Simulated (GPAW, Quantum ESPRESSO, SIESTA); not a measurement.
**Diamond Si from compression to expansion (PBE)**

Aim: the equation of state of diamond Si at PBE, from a volume scan solved by several programs.

Values are calculated unless marked as measured.

Experimental background.

For Si, diamond cubic (undoped single-crystal [100] platelet, Ne pressure medium, 300 K), “Equation of State, Stability, Anisotropy and Nonlinear Elasticity of Diamond-Cubic (ZB) Silicon by Phonon Imaging at High Pressure” (2010, arxiv:1007.2730) gives, by picosecond acoustics phonon imaging in DAC: bulk modulus (B at zero pressure, from quadratic fit of measured (C11+2C12)/3 …) 97.6 GPa [Zero-pressure intercept of a quadratic fit to B(p) derived from measured elastic constants].

For Si, diamond (SRM 640b silicon powder used to check the camera), “Standard Reference Material (SRM 1990) For Single Crystal Diffractometer Alignment” (2001, pmc:4865310) gives, by Guinier-Hagg X-ray powder diffraction: lattice constant a 5.4307 ± 0.0003 Å [Camera alignment check on SRM 640b; the certified value given is 5.43094(5) Å].

## Step 1: Set-up

The cell holds 2 atoms (2 Si). It starts from typed lattice constants, and its volume is changed by -8 to +8 %. Symmetry fixes shape and atoms, so all levels solve the scaled cells as they are.

## Step 2: One input

Quantum ESPRESSO 7.5: Kohn-Sham DFT, PBE, GBRV 1.5 ultrasoft pseudopotentials, plane waves. Its pw.in for the cell at +0 %:

```
&control
  calculation = 'scf'
  pseudo_dir = './pseudo'
  outdir = './tmp'
  disk_io = 'none'
  tprnfor = .true.
  tstress = .true.
/
&system
  ibrav = 0
  nat = 2
  ntyp = 1
  ecutwfc = 45
  ecutrho = 270
  occupations = 'smearing'
  smearing = 'fd'
  degauss = 0.000735
/
&electrons
  conv_thr = 1.0e-08
  electron_maxstep = 100
  mixing_beta = 0.7
  mixing_mode = 'plain'
  diagonalization = 'david'
/
ATOMIC_SPECIES
Si 28.085 Si.upf
CELL_PARAMETERS angstrom
0.00000 2.73500 2.73500
2.73500 0.00000 2.73500
2.73500 2.73500 0.00000
ATOMIC_POSITIONS crystal
Si 0.00000 0.00000 0.00000
Si 0.25000 0.25000 0.25000
K_POINTS automatic
7 7 7 0 0 0
```

Elapsed: 2.2 s, on 2 MPI ranks of Arm Neoverse V2, shared host; peak memory 0.16 GiB; 4.3 s of CPU time.

## Step 3: The levels

| level | basis or training data | k-meshes | runs finished | CPU time | peak memory (GiB) |
| --- | --- | --- | --- | --- | --- |
| QE, PBE (reference) | plane waves, GBRV 1.5 ultrasoft, 45/270 Ry | 7×7×7 | 9 of 9 | 40 s | 0.16 |
| GPAW plane waves, PBE | plane waves, PAW, 650 eV | 7×7×7 | 9 of 9 | 87 s | 0.34 |
| SIESTA DZP, PBE | DZP orbitals, shift 0.01 Ry, mesh 400 Ry | 7×7×7 | 9 of 9 | 89 s | 0.37 |

CPU times are sums over a level's finished runs on a shared host, and rough.

## Step 4: Energy and pressure

Energy over each level's lowest row (meV an atom), then pressure (GPa):

```
volume change (%)  volume (Å³/atom)  E, QE, PBE  E, GPAW plane waves, PBE  E, SIESTA DZP, PBE  P, QE, PBE  P, GPAW plane waves, PBE  P, SIESTA DZP, PBE
               -8            18.822       40.94                     45.51               48.24        8.72                      9.25                9.66
               -6            19.231       21.99                     25.27               27.16        6.15                      6.64                6.90
               -4            19.640        9.26                     11.35               12.61        3.85                      4.29                4.59
               -2            20.049        2.12                      3.12                3.66        1.77                      2.18                2.44
               +0            20.458        0.00                      0.00                0.00       -0.10                      0.28                0.50
               +2            20.868        2.41                      1.49                0.94       -1.78                     -1.43               -1.21
               +4            21.277        8.89                      7.12                6.17       -3.29                     -2.96               -2.82
               +6            21.686       19.01                     16.47               15.13       -4.64                     -4.34               -4.15
               +8            22.095       32.44                     29.15               27.35       -5.85                     -5.58               -5.41
```

## Step 5: Fits

Third-order Birch–Murnaghan fits: the energy is a cubic in V^(−2/3), fitted to the energies of the rows that share one k-mesh, or through its derivative to the printed pressures. A tick marks the fit quoted below: that to energies where it misses by under 0.12 meV an atom, else that to pressures.

| level | fitted to | V0 (Å³/atom) | a (Å) | B0 (GPa) | B′ | r.m.s. miss |
| --- | --- | --- | --- | --- | --- | --- |
| QE, PBE | energies, 9 rows ✓ | 20.438 | 5.468 | 88.8 | 4.28 | 0.00 meV/atom |
| QE, PBE | pressures, 9 rows | 20.436 | 5.468 | 88.8 | 4.30 | 0.00 GPa |
| GPAW plane waves, PBE | energies, 9 rows ✓ | 20.524 | 5.476 | 88.7 | 4.31 | 0.01 meV/atom |
| GPAW plane waves, PBE | pressures, 9 rows | 20.524 | 5.476 | 88.7 | 4.31 | 0.00 GPa |
| SIESTA DZP, PBE | energies, 9 rows ✓ | 20.572 | 5.480 | 88.9 | 4.37 | 0.04 meV/atom |
| SIESTA DZP, PBE | pressures, 9 rows | 20.572 | 5.480 | 88.8 | 4.46 | 0.03 GPa |

Band gap on the mesh (highest filled to lowest empty Kohn-Sham level), in eV:

```
volume change (%)  QE, PBE  GPAW plane waves, PBE  SIESTA DZP, PBE
               -8    0.458                  0.448            0.416
               -6    0.501                  0.491            0.460
               -4    0.542                  0.533            0.501
               -2    0.580                  0.572            0.542
               +0    0.617                  0.608            0.581
               +2    0.651                  0.643            0.619
               +4    0.683                  0.675            0.655
               +6    0.713                  0.706            0.691
               +8    0.742                  0.735            0.725
```

## Step 6: Findings

From its energies, the reference gives V0 = 20.438 Å³ an atom (a = 5.468 Å), B0 = 89 GPa and B′ = 4.3. GPAW plane waves, PBE (energies) lies +0.42 % from it in volume and -0.1 % in bulk modulus. SIESTA DZP, PBE (energies) lies +0.65 % from it in volume and +0.1 % in bulk modulus. Where both fits stand, they agree on V0 within 0.3 %. The reference's gap on the mesh rises from 0.46 eV at -8 % to 0.74 eV at +8 %. On the same cells the other programs' gaps lie -0.04 to -0.01 eV from it.

Calculation against experiment:

```
              quantity  measured         QE, PBE  GPAW plane waves, PBE  SIESTA DZP, PBE
    bulk modulus (GPa)      97.6     89 (-9.0 %)            89 (-9.1 %)      89 (-8.9 %)
lattice constant a (Å)    5.4307  5.468 (+0.7 %)         5.476 (+0.8 %)   5.480 (+0.9 %)
```

Measured values from arxiv:1007.2730 (2010) and pmc:4865310 (2001).

**Against experiment.** The reference's bulk modulus lies -9.0 % from the measured 97.6 GPa, the other levels' -9.1 to -8.9 %. The reference's lattice constant a lies +0.7 % from the measured 5.4307 Å, the other levels' +0.8 to +0.9 %. Zero-point motion and thermal motion (measured at up to 300 K) are not in the computed bulk modulus and lattice constants. As a rule both would widen the computed cell, so the excess over experiment is if anything larger than shown.

Caveats: The nuclei are static, without zero-point or thermal motion. SIESTA's automatically made basis is far from complete, and its potentials were converted by us (checked for H, C, O, Si, Ge and Ca alone). The DFT runs use Fermi–Dirac occupations of width 0.01 eV, and energies are free energies. The mesh holds the band edges only if they lie on it, and semilocal functionals put gaps under measured ones.

[Long decimals in the printed logs are rounded to 6 places.]

[Logs are printed without paths, hosts, clocks, repeated set-up lines and the standing remarks that a program may print on its own settings, such as how far it seeks lower states.]

[Hosts, paths, dates, database ids (printed as entryN), source tags and the programs' standing remarks are cut or masked in the printed files.]
